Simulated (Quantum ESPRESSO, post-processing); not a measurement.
# Re(0001), 5 layers against a metal electrode, stepped through the charge of the slab, part 4 of 4

What law, if any, do the results for Re(0001), 5 layers against a metal electrode follow against the charge of the slab?

Quantum ESPRESSO 7.5; plane-wave DFT, PBE, GBRV ultrasoft pseudopotentials.

So far. Step 6 (Ground state, -1.5 ×10¹³ e/cm²): Inside the slab this potential holds the local part of the pseudopotentials, which can be repulsive at the nuclei; only its value in the vacuum has a meaning of its own.

## 7. Self-consistent run, -3 ×10¹³ e/cm²

m0.esm.in reads:

```
&control
  prefix = 'm0.esm'
  outdir = './out'
  pseudo_dir = './pseudo'
  calculation = 'scf'
  tprnfor = .true.
/
&system
  ibrav = 0
  nat = 5
  ntyp = 1
  ecutwfc = 40
  ecutrho = 200
  occupations = 'smearing'
  smearing = 'mv'
  degauss = 0.02
  assume_isolated = 'esm'
  esm_bc = 'bc3'
  tot_charge = -0.01979
/
&electrons
  conv_thr = 1e-08
  mixing_beta = 0.25
  electron_maxstep = 160
  mixing_mode = 'local-TF'
  mixing_ndim = 12
  startingpot = 'file'
/
ATOMIC_SPECIES
  Re  186.2070  re_pbe_v1.2.uspp.F.UPF
CELL_PARAMETERS angstrom
  2.77423966200000 0.00000000000000 0.00000000000000
  1.38711983100000 2.40256202347835 0.00000000000000
  0.00000000000000 0.00000000000000 24.05592833616611
ATOMIC_POSITIONS crystal
  Re  0.000000000000 0.000000000000 -0.121209956490
  Re  0.666666666700 0.666666666700 -0.032470878190
  Re  0.000000000000 0.000000000000 0.062354691910
  Re  0.666666666700 0.666666666700 0.157180262010
  Re  0.000000000000 0.000000000000 0.245919340310
K_POINTS automatic
  12 12 1 0 0 0
```

The run is started by

```
$ cp -r out/m1.esm.save out/m0.esm.save
$ OMP_NUM_THREADS=1 mpirun -n 4 pw.x -nk 4 -in m0.esm.in > m0.esm.out
```

Log:

```text
[banner, memory and clock lines left out]
Program PWSCF v.7.5 starts
[...]
Message from routine setup:
[...]
number of electrons       =        75.02
     number of Kohn-Sham states=           45
     kinetic-energy cutoff     =      40.0000  Ry
     charge density cutoff     =     200.0000  Ry
[...]
number of k points=    19  Marzari-Vanderbilt smearing, width (Ry)=  0.0200
[...]
Dense  grid:    51703 G-vectors     FFT dimensions: (  24,  24, 216)
[...]
The initial density is read from file :
[...]
negative rho (up, down):  6.658E-01 0.000E+00
     Starting wfcs are   65 randomized atomic wfcs
[...]
negative rho (up, down):  6.659E-01 0.000E+00
[...]
estimated scf accuracy    <       2.84320067 Ry
[...]
negative rho (up, down):  6.670E-01 0.000E+00
[...]
estimated scf accuracy    <       0.68025176 Ry
[...]
negative rho (up, down):  6.681E-01 0.000E+00
[...]
estimated scf accuracy    <       0.01226923 Ry
[...]
negative rho (up, down):  6.689E-01 0.000E+00
[...]
estimated scf accuracy    <       0.03077846 Ry
[...]
negative rho (up, down):  6.690E-01 0.000E+00
[...]
estimated scf accuracy    <       0.00249277 Ry
[...]
negative rho (up, down):  6.684E-01 0.000E+00
[...]
estimated scf accuracy    <       0.00065356 Ry
[...]
negative rho (up, down):  6.678E-01 0.000E+00
[...]
estimated scf accuracy    <       0.00191410 Ry
[...]
negative rho (up, down):  6.671E-01 0.000E+00
[...]
estimated scf accuracy    <       0.00056255 Ry
[...]
negative rho (up, down):  6.667E-01 0.000E+00
[...]
estimated scf accuracy    <       0.00101702 Ry
[...]
negative rho (up, down):  6.666E-01 0.000E+00
[...]
estimated scf accuracy    <       0.00094355 Ry
[...]
negative rho (up, down):  6.666E-01 0.000E+00
[...]
estimated scf accuracy    <       0.00071900 Ry
[...]
negative rho (up, down):  6.665E-01 0.000E+00
[...]
estimated scf accuracy    <       0.00044924 Ry
[...]
negative rho (up, down):  6.658E-01 0.000E+00
[...]
estimated scf accuracy    <       0.00000061 Ry
[...]
negative rho (up, down):  6.658E-01 0.000E+00
[...]
estimated scf accuracy    <       0.00000054 Ry
[...]
negative rho (up, down):  6.658E-01 0.000E+00
[...]
estimated scf accuracy    <       0.00000033 Ry
[...]
negative rho (up, down):  6.658E-01 0.000E+00
[...]
estimated scf accuracy    <       0.00000036 Ry
[...]
negative rho (up, down):  6.658E-01 0.000E+00
[...]
estimated scf accuracy    <       0.00000040 Ry
[...]
negative rho (up, down):  6.658E-01 0.000E+00
[...]
estimated scf accuracy    <       0.00000011 Ry
[...]
negative rho (up, down):  6.658E-01 0.000E+00
[...]
estimated scf accuracy    <       0.00000003 Ry
[...]
negative rho (up, down):  6.658E-01 0.000E+00
[...]
estimated scf accuracy    <       0.00000002 Ry
[...]
negative rho (up, down):  6.658E-01 0.000E+00
[...]
estimated scf accuracy    <       0.00000004 Ry
[...]
negative rho (up, down):  6.658E-01 0.000E+00
[...]
the Fermi energy is    -2.7744 ev
!    total energy              =    -953.12571597 Ry
     estimated scf accuracy    <          3.8E-09 Ry
     smearing contrib. (-TS)   =       0.00264716 Ry
     internal energy E=F+TS    =    -953.12836313 Ry
[...]
one-electron contribution =  -97728.39205113 Ry
     hartree contribution      =   48841.01309285 Ry
     xc contribution           =    -262.66002082 Ry
     ewald contribution        =   48196.91061598 Ry
     convergence has been achieved in  55 iterations
     negative rho (up, down):  6.658E-01 0.000E+00
[...]
Total force =     0.002174     Total SCF correction =     0.000629
[...]
```

It took 3 min on 4 MPI ranks of Arm Neoverse V1, shared host; peak memory 0.82 GiB.

This step gave:

| Quantity | Value |
| --- | --- |
| Fermi energy | -2.774 eV |
| vacuum line at the lower end of the cell, over the Fermi level | 4.989 eV |
| slope of the potential above | -0.5358 eV/Å |
| vacuum line at the upper end of the cell, over the Fermi level | 2.775 eV |

Inside the slab this potential holds the local part of the pseudopotentials, which can be repulsive at the nuclei; only its value in the vacuum has a meaning of its own.

## 8. The series side by side

The series in one table:

| the charge of the slab (positive: electrons removed) | electrode's level over the Fermi level (eV) | far face's level over the Fermi level (eV) | field in the gap (eV/Å) |
| --- | --- | --- | --- |
| -3 ×10¹³ e/cm² | 2.775 | 4.989 | -0.5358 |
| -1.5 ×10¹³ e/cm² | 3.874 | 4.998 | -0.268 |
| 0 ×10¹³ e/cm² | 4.992 | 4.987 | 0.0002456 |
| 1 ×10¹³ e/cm² | 5.747 | 4.989 | 0.1791 |
| 2 ×10¹³ e/cm² | 6.506 | 4.992 | 0.3577 |
| 3 ×10¹³ e/cm² | 7.273 | 4.993 | 0.5366 |
| 4.5 ×10¹³ e/cm² | 8.431 | 4.993 | 0.805 |
| 6 ×10¹³ e/cm² | 9.599 | 4.995 | 1.073 |
| 7 ×10¹³ e/cm² | 10.38 | 4.984 | 1.252 |
| 8 ×10¹³ e/cm² | 11.17 | 4.986 | 1.431 |

## 9. By hand

Last interval: C = Δσ/ΔV = 0.00099 e/Å² / 0.789 V × 1602 = 2.01 µF/cm².

## 10. Results

```
mean capacitance at positive charge : 2.05 μF/cm²
effective gap ε₀/C                  : 4.31 Å
top atoms to electrode              : 6.11 Å
```

In words: The series holds 10 members; mean capacitance at positive charge: 2.05 μF/cm²; effective gap ε₀/C: 4.31 Å; top atoms to electrode: 6.11 Å (PBE, GBRV ultrasoft). Interval by interval C lies between 2.01 and 2.16 µF/cm². The far face's level moves by 0.01 eV over the series: the slab screens like a metal, and averaged over the positive charges the image plane lies 1.80 Å above the top atoms. Vacuum fills the gap; ions don't answer the charge; added electrons can spill towards the electrode at the most negative charges.

[Logs are printed without paths, hosts, clocks, repeated set-up lines and the standing remarks that a program may print on its own settings, such as how far it seeks lower states.]

[Hosts, paths, dates, database ids (printed as entryN), source tags and the programs' standing remarks are cut or masked in the printed files.]

[Maps of the electrostatic potential energy from Ansatz leave out the sawtooth potential of an applied field or a dipole correction, so their vacuum need not be flat; planar profiles and work functions include it.]
